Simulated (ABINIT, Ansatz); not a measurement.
# Converging GW for YSF (P4/nmm) in ABINIT

Wanted: a converged G0W0 gap of YSF (P4/nmm), or an estimate of the limit.

Main program and level: ABINIT 10.8.3; LDA and many-body steps on it, plane waves.

## (1) Starting point

It takes space group P4/nmm (No. 129, tetragonal). The conventional cell has a = 3.773 Å, b = 3.773 Å, c = 6.827 Å, α = 90.00°, β = 90.00°, γ = 90.00°. Nearest to Y lie 4 F at 2.44 Å and 5 S at 2.81 to 2.86 Å. Nearest to S lie 5 Y at 2.81 to 2.86 Å. Nearest to F lie 4 Y at 2.44 Å. Farther neighbours and most contacts between anions are not listed.

The cell and positions are those that the Materials Project relaxed with its own functionals (PBE, PBE+U or r2SCAN), kept fixed.

## (2) Empty states on the mesh, 4×4×2 mesh, 344 bands

This step: ABINIT 10.8.3; DFT, LDA, plane waves, norm-conserving pseudopotentials.

The sums over transitions need many empty states on a uniform mesh; this step solves for them.

The input, run.abi:

```
acell 3*1.0 Angstrom
rprim 
  3.772985040000 0.000000000000 0.000000000000
  0.000000000000 3.772985040000 0.000000000000
  0.000000000000 0.000000000000 6.826667120000
ntypat 3
znucl 39 16 9
natom 6
typat 1 1 2 2 3 3
xred 
  0.000000000000 0.500000000000 0.227228020000
  0.500000000000 0.000000000000 0.772771980000
  0.000000000000 0.500000000000 0.645567190000
  0.500000000000 0.000000000000 0.354432810000
  0.000000000000 0.000000000000 0.000000000000
  0.500000000000 0.500000000000 0.000000000000
pp_dirpath "pseudos"
pseudos "Y.upf, S.upf, F.upf"
ecut 36
ngkpt 4 4 2
nshiftk 1
shiftk 0 0 0
kptopt 1
chksymbreak 0
iscf -2
irdden 1
istwfk *1
nband 344
nbdbuf 30
tolwfr 1e-09
nstep 60
prtvol 0
indata_prefix "in"
outdata_prefix "out"
tmpdata_prefix "tmp"
```

Command:

```sh
> OMP_NUM_THREADS=1 mpirun -n 8 abinit run.abi > log
```

Numbers of over 12 decimals in the logs are rounded to 6 here.

The log of the run:

```text
.Version 10.8.3 of ABINIT. v10.8.2 released Aug 2026.

 Symmetries : space group P4/n m m (#129); Bravais tP (primitive tetrag.)
[... echo of the input left out ...]
== DATASET  1 ==================================================================
-   mpi_nproc: 8, omp_nthreads: 1 (-1 if OMP is not activated)
-    --> not optimal distribution: autoparal keyword recommended in input file <--

--- !DatasetInfo
iteration_state: {dtset: 1, }
dimensions: {natom: 6, nkpt: 12, mband: 344, nsppol: 1, nspinor: 1, nspden: 1, mpw: 6802, }
cutoff_energies: {ecut:  36.0, pawecutdg:  -1.0, }
[...]
4.37968    4.37968    4.39949    4.40586    4.41150    4.42015    4.43574    4.43579
   4.43595    4.43610    4.46279    4.46555    4.47232    4.47479    4.49241    4.50165
 prteigrs : prtvol=0 or 1, do not print more k-points.

== END DATASET(S) ==============================================================
================================================================================

 -outvars: echo values of variables after computation  --------
            nband         344
             nkpt          12
          spgroup         129
 [... the other variables as echoed above ...]

 Calculation completed.
```

Wall time 4.9 min (8 MPI ranks of Arm Neoverse V1, shared host); peak memory 1 GiB; 39 min of CPU time.

Numbers from this step:

| Quantity | Value |
| --- | --- |
| gap | 1.172 eV |
| k of the valence top | 0, 0, 0 |
| k of the conduction bottom | 0, 0, 0 |
| least direct gap | 1.172 eV |
| k points computed | 12 |
| lowest point of the top converged band, above the valence top | 106.4259 eV |

On this mesh the gap is 1.172 eV.

The density comes from a self-consistent run that is not shown.

## (3) Screening, 4×4×2 mesh, 60 bands, screening to 76.2 eV

The RPA dielectric matrix is built and inverted for each q.

This step: RPA screening on LDA, plane waves, norm-conserving pseudopotentials.

run.abi: that of step 2 with these lines changed.

```diff
@@ -24,10 +24,11 @@
 chksymbreak 0
-iscf -2
-irdden 1
 istwfk *1
-nband 344
-nbdbuf 30
-tolwfr 1e-09
-nstep 60
-prtvol 0
+occopt 1
+irdwfk 1
+optdriver 3
+nband 60
+ecuteps 2.8
+inclvkb 2
+awtr 1
+symchi 1
 indata_prefix "in"
```

The log of the run:

```text
.Version 10.8.3 of ABINIT. v10.8.2 released Aug 2026.

 Symmetries : space group P4/n m m (#129); Bravais tP (primitive tetrag.)
[... echo of the input left out ...]
== DATASET  1 ==================================================================
-   mpi_nproc: 8, omp_nthreads: 1 (-1 if OMP is not activated)

--- !DatasetInfo
iteration_state: {dtset: 1, }
dimensions: {natom: 6, nkpt: 12, mband: 60, nsppol: 1, nspinor: 1, nspden: 1, mpw: 6802, }
cutoff_energies: {ecut:  36.0, pawecutdg:  -1.0, }
electrons: {nelect:   4.80000000E+01, charge:   0.00000000E+00, occopt:   1.00000000E+00, tsmear:   1.00000000E-02, }

 SCREENING: Calculation of the susceptibility and dielectric matrices

 Based on a program developped by R.W. Godby, V. Olevano, G. Onida, and L. Reining.
 Incorporated in ABINIT by V. Olevano, G.-M. Rignanese, and M. Torrent.
.Using double precision arithmetic ; gwpc =  8

[... cell and pseudopotentials left out ...]
--------------------------------------------------------------------------------

 ==== K-mesh for the wavefunctions ====
 Number of points in the irreducible wedge :    12
[... list of points left out ...]
 Together with 16 symmetry operations and time-reversal symmetry
 yields    32 points in the full Brillouin Zone.

 ==== Q-mesh for the screening function ====
 Number of points in the irreducible wedge :    12
[... list of points left out ...]
 Together with 16 symmetry operations and time-reversal symmetry
 yields    32 points in the full Brillouin Zone.

 setmesh: FFT mesh size selected  =    30x   30x   48
          total number of points  =        43200

 vcoul_init : cutoff-mode = AUXILIARY_FUNCTION
 q-points for optical limit:   1
     1)      0.000010    0.000020    0.000030

- screening: taking advantage of time-reversal symmetry
- Maximum band index for partially occupied states nbvw = 24
- Remaining bands to be divided among processors   nbcw = 36
- Number of bands treated by each node ~4

 Number of electrons calculated from density =   48.0000; Expected =   48.0000
 average of density, n =  0.073192
 r_s =    1.4830
 omega_plasma =   26.0969 [eV]

 calculating chi0 at frequencies [eV] :
  1    0.000000E+00    0.000000E+00
  2    0.000000E+00    2.609687E+01

--------------------------------------------------------------------------------
  q-point number  1        q = ( 0.000000, 0.000000, 0.000000) [r.l.u.]
--------------------------------------------------------------------------------
[... chi0 elements left out ...]
 For q-point:  0.000010 0.000020 0.000030
  dielectric constant =   5.9939
  dielectric constant without local fields =   6.9541

  Average fulfillment of the sum rule on Im[epsilon] for q-point    1 :     41.25  [%]
[... wings left out ...]
  q-point number  2        q = ( 0.250000, 0.000000, 0.000000) [r.l.u.]
--------------------------------------------------------------------------------
[... chi0 elements left out ...]
  Average fulfillment of the sum rule on Im[epsilon] for q-point    2 :     54.77  [%]

 [... 10 further q-points ...]
```

Wall time 30 s (8 MPI ranks); peak memory 2.9 GiB; 3.9 min of CPU time.

This step gave:

| Property | Result |
| --- | --- |
| ε∞ with local fields, on this mesh, along the program's q direction | 5.994 |
| the same without local fields | 6.954 |
| plasma frequency | 26.10 eV |
| plane waves in the screening matrix | 149 |

Local fields lower ε∞ by 14 %. On a Γ-centred mesh this coarse the value itself is usually too large, while a short band sum pulls it down.

## (4) 60 bands, 76.2 eV

The self-energy is evaluated for the states that the input lists, and the levels follow from it, in one-shot runs by the linearised quasiparticle equation.

This step: G0W0 on LDA, plane waves, norm-conserving pseudopotentials.

run.abi: that of step 3 with these lines changed.

```diff
@@ -27,8 +27,15 @@
 irdwfk 1
-optdriver 3
+optdriver 4
 nband 60
+gwcalctyp 0
+ecutsigx 36
+symsigma 1
+nkptgw 1
+kptgw 
+  0.0000000000 0.0000000000 0.0000000000
+bdgw 
+  23 26
 ecuteps 2.8
-inclvkb 2
-awtr 1
-symchi 1
+irdscr 1
+ppmodel 1
 indata_prefix "in"
```

The log of the run:

```text
.Version 10.8.3 of ABINIT. v10.8.2 released Aug 2026.

 Symmetries : space group P4/n m m (#129); Bravais tP (primitive tetrag.)
[... echo of the input left out ...]
== DATASET  1 ==================================================================
-   mpi_nproc: 8, omp_nthreads: 1 (-1 if OMP is not activated)

--- !DatasetInfo
iteration_state: {dtset: 1, }
dimensions: {natom: 6, nkpt: 12, mband: 60, nsppol: 1, nspinor: 1, nspden: 1, mpw: 6802, }
cutoff_energies: {ecut:  36.0, pawecutdg:  -1.0, }
electrons: {nelect:   4.80000000E+01, charge:   0.00000000E+00, occopt:   1.00000000E+00, tsmear:   1.00000000E-02, }

 SIGMA: Calculation of the GW corrections

 Based on a program developped by R.W. Godby, V. Olevano, G. Onida, and L. Reining.
 Incorporated in ABINIT by V. Olevano, G.-M. Rignanese, and M. Torrent.
.Using double precision arithmetic ; gwpc =  8

[... cell and pseudopotentials left out ...]
--------------------------------------------------------------------------------

 ==== K-mesh for the wavefunctions ====
 Number of points in the irreducible wedge :    12
[... list of points left out ...]
 Together with 16 symmetry operations and time-reversal symmetry
 yields    32 points in the full Brillouin Zone.

 ==== Q-mesh for screening function ====
 Number of points in the irreducible wedge :    12
[... list of points left out ...]
 Together with 16 symmetry operations and time-reversal symmetry
 yields    32 points in the full Brillouin Zone.

 vcoul_init : cutoff-mode = AUXILIARY_FUNCTION
 q-points for optical limit:   1
     1)      0.000010    0.000020    0.000030
 setmesh: FFT mesh size selected  =    40x   40x   72
          total number of points  =       115200

 Number of electrons calculated from density =   48.0000; Expected =   48.0000
 average of density, n =  0.073192
 r_s =    1.4830
 omega_plasma =   26.0969 [eV]

 === KS Band Gaps ===
  >>>> For spin  1
   Minimum direct gap =   1.1724 [eV], located at k-point      :   0.0000  0.0000  0.0000
   Fundamental gap    =   1.1724 [eV], Top of valence bands at :   0.0000  0.0000  0.0000
                                       Bottom of conduction at :   0.0000  0.0000  0.0000
 SIGMA fundamental parameters:
 PLASMON POLE MODEL  1
 number of plane-waves for SigmaX                 6783
 number of plane-waves for SigmaC and W            149
 number of plane-waves for wavefunctions          6783
 number of bands                                    60
 number of independent spin polarizations            1
 number of spinorial components                      1
 number of k-points in IBZ                          12
 number of q-points in IBZ                          12
 number of symmetry operations                      16
 number of k-points in BZ                           32
 number of q-points in BZ                           32
 number of frequencies for dSigma/dE                 9
 frequency step for dSigma/dE [eV]                0.25
 number of omega for Sigma on real axis              0
 max omega for Sigma on real axis  [eV]           0.00
 zcut for avoiding poles [eV]                     0.10

 EPSILON^-1 parameters (SCR file):
 dimension of the eps^-1 matrix on file            149
 dimension of the eps^-1 matrix used               149
 number of plane-waves for wavefunctions          6783
 number of bands                                    60
 number of q-points in IBZ                          12
 number of frequencies                               2
 number of real frequencies                          1
 number of imag frequencies                          1

 matrix elements of self-energy operator (all in [eV])

 Perturbative Calculation

--- !SelfEnergy_ee
iteration_state: {dtset: 1, }
kpoint     : [   0.000,    0.000,    0.000, ]
spin       : 1
KS_gap     :    1.172
QP_gap     :    2.869
Delta_QP_KS:    1.697
data: !SigmaeeData |
     Band     E0 <VxcDFT>   SigX SigC(E0)      Z dSigC/dE  Sig(E)    E-E0       E
       23   6.840 -13.583 -16.361   2.655   0.803  -0.245 -13.682  -0.099   6.741
       24   6.840 -13.583 -16.361   2.655   0.803  -0.245 -13.682  -0.099   6.741
       25   8.012 -11.644  -6.693  -3.031   0.832  -0.201 -10.046   1.598   9.611
       26   9.761 -14.045  -8.822  -3.072   0.821  -0.218 -12.279   1.766  11.526

== END DATASET(S) ==============================================================
================================================================================

 -outvars: echo values of variables after computation  --------
           etotal      0.0000000000E+00
            nband          60
             nkpt          12
          spgroup         129
 [... the other variables as echoed above ...]

 Calculation completed.
```

Elapsed: 4.3 s, on 8 MPI ranks; peak memory 0.64 GiB.

Numbers from this step:

| Item | Value |
| --- | --- |
| G0W0 gap on the points computed | 2.870 eV |
| starting gap on the mesh | 1.172 eV |
| k of the valence top | 0, 0, 0 |
| k of the conduction bottom | 0, 0, 0 |
| Z at the valence top | 0.803 |
| Z at the conduction bottom | 0.832 |
| least direct G0W0 gap on the computed points | 2.870 eV |

The gap on the mesh goes from 1.17 eV to 2.87 eV, a correction of +1.70 eV.

## (5) Screening, 4×4×2 mesh, 142 bands, screening to 141.5 eV

This step: RPA screening on LDA, plane waves, norm-conserving pseudopotentials.

run.abi: that of step 4 with these lines changed.

```diff
@@ -27,15 +27,8 @@
 irdwfk 1
-optdriver 4
-nband 60
-gwcalctyp 0
-ecutsigx 36
-symsigma 1
-nkptgw 1
-kptgw 
-  0.0000000000 0.0000000000 0.0000000000
-bdgw 
-  23 26
-ecuteps 2.8
-irdscr 1
-ppmodel 1
+optdriver 3
+nband 142
+ecuteps 5.2
+inclvkb 2
+awtr 1
+symchi 1
 indata_prefix "in"
```

The log of the run:

```text
.Version 10.8.3 of ABINIT. v10.8.2 released Aug 2026.

 Symmetries : space group P4/n m m (#129); Bravais tP (primitive tetrag.)
[... echo of the input left out ...]
== DATASET  1 ==================================================================
-   mpi_nproc: 8, omp_nthreads: 1 (-1 if OMP is not activated)

--- !DatasetInfo
iteration_state: {dtset: 1, }
dimensions: {natom: 6, nkpt: 12, mband: 142, nsppol: 1, nspinor: 1, nspden: 1, mpw: 6802, }
cutoff_energies: {ecut:  36.0, pawecutdg:  -1.0, }
electrons: {nelect:   4.80000000E+01, charge:   0.00000000E+00, occopt:   1.00000000E+00, tsmear:   1.00000000E-02, }

 SCREENING: Calculation of the susceptibility and dielectric matrices

 Based on a program developped by R.W. Godby, V. Olevano, G. Onida, and L. Reining.
 Incorporated in ABINIT by V. Olevano, G.-M. Rignanese, and M. Torrent.
.Using double precision arithmetic ; gwpc =  8

[... cell and pseudopotentials left out ...]
--------------------------------------------------------------------------------

 ==== K-mesh for the wavefunctions ====
 Number of points in the irreducible wedge :    12
[... list of points left out ...]
 Together with 16 symmetry operations and time-reversal symmetry
 yields    32 points in the full Brillouin Zone.

 ==== Q-mesh for the screening function ====
 Number of points in the irreducible wedge :    12
[... list of points left out ...]
 Together with 16 symmetry operations and time-reversal symmetry
 yields    32 points in the full Brillouin Zone.

 setmesh: FFT mesh size selected  =    30x   30x   50
          total number of points  =        45000

 vcoul_init : cutoff-mode = AUXILIARY_FUNCTION
 q-points for optical limit:   1
     1)      0.000010    0.000020    0.000030

- screening: taking advantage of time-reversal symmetry
- Maximum band index for partially occupied states nbvw = 24
- Remaining bands to be divided among processors   nbcw = 118
- Number of bands treated by each node ~14

 Number of electrons calculated from density =   48.0000; Expected =   48.0000
 average of density, n =  0.073192
 r_s =    1.4830
 omega_plasma =   26.0969 [eV]

 calculating chi0 at frequencies [eV] :
  1    0.000000E+00    0.000000E+00
  2    0.000000E+00    2.609687E+01

--------------------------------------------------------------------------------
  q-point number  1        q = ( 0.000000, 0.000000, 0.000000) [r.l.u.]
--------------------------------------------------------------------------------
[... chi0 elements left out ...]
 For q-point:  0.000010 0.000020 0.000030
  dielectric constant =   6.0515
  dielectric constant without local fields =   7.0022

  Average fulfillment of the sum rule on Im[epsilon] for q-point    1 :     66.24  [%]
[... wings left out ...]
  q-point number  2        q = ( 0.250000, 0.000000, 0.000000) [r.l.u.]
--------------------------------------------------------------------------------
[... chi0 elements left out ...]
  Average fulfillment of the sum rule on Im[epsilon] for q-point    2 :     73.24  [%]

 [... 10 further q-points ...]
```

Run time: 1.9 min. Hardware: 8 MPI ranks; peak memory 3.8 GiB.

Numbers from this step:

```yaml
eps_infinity_with_local_fields_on_this_mesh_along_the_program_s_q_direction: 6.051
the_same_without_local_fields: 7.002
plasma_frequency: 26.10 eV
plane_waves_in_the_screening_matrix: 393
```

[end of part 1 of 2]

[Paths, hosts, dates, memory and timing lines, banners, echoed tables and standing remarks are left out of the program output.]

[Logs are printed without paths, hosts, clocks, repeated set-up lines and the standing remarks that a program may print on its own settings, such as how far it seeks lower states.]

[Runs of the session that timed out or met a known fault of the program may be left out.]

[No measured gap is set beside runs whose start may be inverted or whose files or cutoffs have a known fault.]

[Hosts, paths, dates, database ids (printed as entryN), source tags and the programs' standing remarks are cut or masked in the printed files.]

[G0W0 gaps are taken among the corrected bands and points alone; a level outside them can change the order at an edge.]

[Where Ansatz stands beside ABINIT at settings called matched, ABINIT's density can come from a denser mesh and the files from another edition; pairs whose starting gaps differed by over 0.03 eV were left out, so agreement reads better than it is.]
